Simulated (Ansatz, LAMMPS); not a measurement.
# A frame of aqueous Cs+ and OH-, 1.9 mol of salt per kg of water from 300 K (93 atoms): where an added charge goes: runs compared

Does an extra electron or hole in a frame of aqueous Cs+ and OH-, 1.9 mol of salt per kg of water from 300 K (93 atoms) stay spread out, or do the atoms trap it?

Computed with Ansatz 0.2.0: Kohn-Sham DFT, PBE+D3(BJ), PAW (set soft_2), plane waves.

### 1. The cell as built

The cell holds 93 atoms: 31 O, 61 H and 1 Cs. Cell: a = 9.768 Å, b = 9.768 Å, c = 9.768 Å, α = 90.0°, β = 90.0°, γ = 90.0°. 30 H2O, 1 Cs+, 1 OH- placed at random, at 1.23 g/cm³; overlaps pushed apart, then 10 ps at 420 K with Joung-Cheatham ions (J. Phys. Chem. B 112, 9020 (2008)); MMFF94 bonds, angles, torsions, charges and radii (Halgren, J. Comput. Chem. 17, 490 (1996)) in harmonic and 12-6 forms; SPC/E water (Berendsen, Grigera and Straatsma, J. Phys. Chem. 91, 6269 (1987)). Snapshot after 20 ps at 300 K and fixed volume.

What the set-up can't give: The network of contacts between molecules at the start is that of the classical potential that made the cell, and needn't be the one that DFT or experiment would give. The Brillouin zone is sampled at Γ only, in a cell whose shortest periodic width is 10 Å. No spin–orbit coupling is included, so levels derived from the heavy atoms are approximate. The liquid is relaxed first, so the results are those of a frozen frame at zero temperature.

### 2. The reference run

The reference is a single point at the end of the relaxation.

The charged cells start from the geometry of this run, on a uniform background, with spin and a narrow Fermi–Dirac smearing.

Its input, with most atom lines left out:

```yaml
crystal:
  lattice:
    - [9.76803, 0.0, 0.0]
    - [0.0, 9.76803, 0.0]
    - [0.0, 0.0, 9.76803]
  atoms:
    - { symbol: O, position: [0.70594, 0.26854, 0.34215] }
    - { symbol: H, position: [0.77608, 0.3379, 0.36876] }
    - { symbol: H, position: [0.75427, 0.17964, 0.33205] }
    - { symbol: O, position: [0.83888, 0.42964, 0.6943] }
    - { symbol: H, position: [0.77961, 0.49918, 0.73878] }
    - { symbol: H, position: [0.93164, 0.44913, 0.73184] }
    - { symbol: O, position: [0.94602, 0.45412, 0.0697] }
    [... atom lines 8 to 93 left out ...]
kpoints:
  mp_grid: { grid: [1, 1, 1] }
hamiltonian:
  xc: pbe
  dispersion: d3bj
scf:
  occupations: { method: fixed }
output:
  forces: true
  stress: true
  populations: intrinsic
  dos:
    method: { smearing: { sigma: 0.1 } }
    de: 0.1
    projected: { site_lists: { Cs: [Cs], H: [H], O: [O] } }
  eigenvalues: true
  write_density: true
  write_potential: true
  volumetric_format: npy
```

- free energy per atom: -260.7714 eV/atom
- r.m.s. force component: 0.0043 eV/Å
- pressure: -0.2307 GPa

Filled and empty levels are parted by 4.87 eV (at Γ alone); a semilocal functional tends to put such gaps too low. In a disordered cell it changes from sample to sample and from frame to frame.

### 3. The runs

Each row is one run, on 4 threads of Arm Neoverse V1, shared host. The free energy is the program's total, comparable only between runs with the same functional, potentials and atoms; between charge states it hangs on the program's zero of potential.

| run | atoms | outcome | ionic steps, all passes | free energy (eV) | time | host memory (GiB) |
| --- | --- | --- | --- | --- | --- | --- |
| Single point at the start | 93 | converged | - | -24245.873 | 5 s | 0.94 |
| Relaxation | 93 | converged | 39 | -24251.737 | 2.2 min | 0.93 |
| Single point at the relaxed geometry | 93 | converged | - | -24251.737 | 9.4 s | 1.0 |
| An extra electron, atoms held | 93 | converged | - | -24249.085 | 28 s | 1.5 |
| An extra electron, atoms relaxed | 93 | converged | 6 | -24249.104 | 55 s | 1.5 |
| An extra electron, levels at the relaxed geometry | 93 | converged | - | -24249.104 | 28 s | 1.5 |
| Neutral at the geometry of the electron | 93 | converged | - | -24251.716 | 7.9 s | 1 |
| An extra hole, atoms held | 93 | converged | - | -24249.260 | 48 s | 1.5 |
| An extra hole, atoms relaxed | 93 | converged | 11 | -24249.549 | 3.2 min | 1.5 |
| An extra hole, levels at the relaxed geometry | 93 | converged | - | -24249.549 | 34 s | 1.5 |
| Neutral at the geometry of the hole | 93 | converged | - | -24251.587 | 8.6 s | 1.0 |

In some runs the program notes that the exchange-correlation potential is rough where the density is thin and starting moments were not kept.

A closer look about O91, which holds the most spin of the extra hole after relaxation: 13 atoms, nearest first, numbered in the order of the input, with positions taken from that point.

| atom | x | y | z | distance (Å) | Löwdin charge (e) | moment (μB) |
| --- | --- | --- | --- | --- | --- | --- |
| O91 | 0.00 | 0.00 | 0.00 | 0.00 | -0.66 | 0.11 |
| H92 | -0.21 | 0.95 | -0.11 | 0.98 | 0.38 | 0.00 |
| H51 | 1.35 | -0.13 | 1.00 | 1.69 | 0.38 | 0.00 |
| H14 | 0.52 | -0.29 | -1.69 | 1.80 | 0.37 | 0.00 |
| H26 | -0.72 | -0.24 | 1.67 | 1.84 | 0.38 | 0.00 |
| H75 | -0.41 | -1.83 | -0.36 | 1.91 | 0.38 | 0.00 |
| H65 | -1.72 | -0.22 | -1.02 | 2.01 | 0.38 | 0.00 |
| O49 | 2.23 | -0.18 | 1.48 | 2.68 | -0.66 | 0.04 |
| O13 | 0.86 | -0.19 | -2.62 | 2.76 | -0.67 | 0.01 |
| O25 | -1.39 | -0.43 | 2.37 | 2.78 | -0.67 | 0.00 |
| O64 | -2.51 | 0.23 | -1.38 | 2.87 | -0.65 | 0.01 |
| O73 | -0.69 | -2.77 | -0.38 | 2.88 | -0.67 | 0.00 |
| H81 | -2.02 | 1.81 | -0.97 | 2.89 | 0.38 | 0.00 |

### 4. Energies and spread of the extra charge

Energies are differences within one cell and functional; the shift is the gain plus the neutral cell's energy at the new geometry, that is how much cheaper the vertical process becomes there. The spread is the participation number of the site moments (1/Σw², over the spin inside atomic spheres), with the atom that holds the largest share and the spin that the spheres hold in all.

| carrier | charged less neutral, atoms held (eV) | gain on relaxing (eV) | neutral cell at that geometry, less the reference (eV) | shift of the vertical energy (eV) | spread, atoms held | spread, relaxed |
| --- | --- | --- | --- | --- | --- | --- |
| electron | 2.652 | 0.019 | 0.021 | 0.040 | - | - |
| hole | 2.477 | 0.289 | 0.150 | 0.438 | 16; O91 16 % of 0.36 μB | 7; O91 30 % of 0.36 μB |

### 5. What came out

The extra electron gains 0.019 eV as the atoms relax: so small a gain shows no trapping at this level. The cell with the electron keeps a moment of only 0.00 μB where one unpaired electron should give 1 μB: the carrier is shared between both spins, which can hide trapping. The extra hole gains 0.29 eV as the atoms relax, and its spin goes from about 16 to 7 atoms: the atoms trap it, with the largest share on O91. The O91–H75 distance goes from 1.78 to 1.91 Å. The hole is shared among 3 partly filled levels, as near-degenerate levels under the smearing give, and as self-interaction favours. With the atoms held, the spheres hold only 0.36 of the 1.00 μB, so the spread is read from a small part of the spin. Adding the two vertical energies gives 5.13 eV, against a gap of 4.87 eV in the neutral cell. The zero of the potential cancels in this sum; the excess isn't taken apart here: charging of a small cell, filling of bands on a coarse mesh and the attraction to the background can all enter.

Caveats: Single energies of charged cells hang on the program's zero of potential. In the spin-polarised runs the search for a state of lower energy was switched off. No distortion was seeded, so a trapped state behind a barrier can't be found. Local and semilocal functionals favour spread-out charges, so trapping can be missed. The density was typed from a rule of thumb and may lie off the real one at this temperature. Charged cells carry a uniform background, with no correction for images.

The DFT runs together took 9.1 min of wall time.

[Logs are printed without paths, hosts, clocks, repeated set-up lines and the standing remarks that a program may print on its own settings, such as how far it seeks lower states.]

[Hosts, paths, dates, database ids (printed as entryN), source tags and the programs' standing remarks are cut or masked in the printed files.]

[The MMFF94 radii named for the starting cell were scaled by 0.96; in molecules described by MMFF94, hydrogen bound to N, O or S took a small fixed 12-6 site in their place.]
